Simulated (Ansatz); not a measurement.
Consider CsPdBr3 (cubic perovskite) (Pm-3m).

The structure was built from a prototype and need not be the compound's stable phase.

```xyz
5
Lattice="0.0000 -5.1270 0.0000 0.0000 0.0000 5.1270 -5.1270 0.0000 0.0000" Properties=species:S:1:pos:R:3 pbc="T T T"
Cs    0.0000    0.0000    0.0000
Pd   -2.5635   -2.5635    2.5635
Br    0.0000   -2.5635    2.5635
Br   -2.5635   -2.5635    0.0000
Br   -2.5635    0.0000    2.5635
```

The structure was relaxed with LDA. The structure type comes from a generator and need not be one that this composition takes. The structure was generated from a model, not taken from a measurement. The runs that relaxed it are not among those shown. The program's search for lower electronic states was switched off, so nothing shows that the state found is the lowest. Spin-orbit coupling is left out unless a run names it. PAW set soft_2, made with PBE.

A constrained-RPA run (Ansatz 0.2.0; non-magnetic LDA; Pd d + anion p, bands v13 to c1, 4×4×4 mesh, medium accuracy) builds 14 functions on bands 8.4 eV wide, with 26.0 electrons in the window. The bare on-site interaction is 17.4 eV and the bare J 0.66 eV.

Q: Estimate U, U′ and J.

On the Pd d shell, U = 6.06 eV (35 % of the bare value), U′ = 5.05 eV, J = 0.50 eV.

The parent state is non-magnetic and the interaction static (zero frequency); U depends on the window and the orbitals, so it belongs to this model alone. A window that holds the anion p bands defines a model with explicit ligands; its U belongs to that model and is not the U of DFT+U.

[Paths, hosts, dates, memory and timing lines, banners, echoed tables and standing remarks are left out of the program output.]

[Logs are printed without paths, hosts, clocks, repeated set-up lines and the standing remarks that a program may print on its own settings, such as how far it seeks lower states.]

[Runs of the session that timed out or met a known fault of the program may be left out.]

[Hosts, paths, dates, database ids (printed as entryN), source tags and the programs' standing remarks are cut or masked in the printed files.]
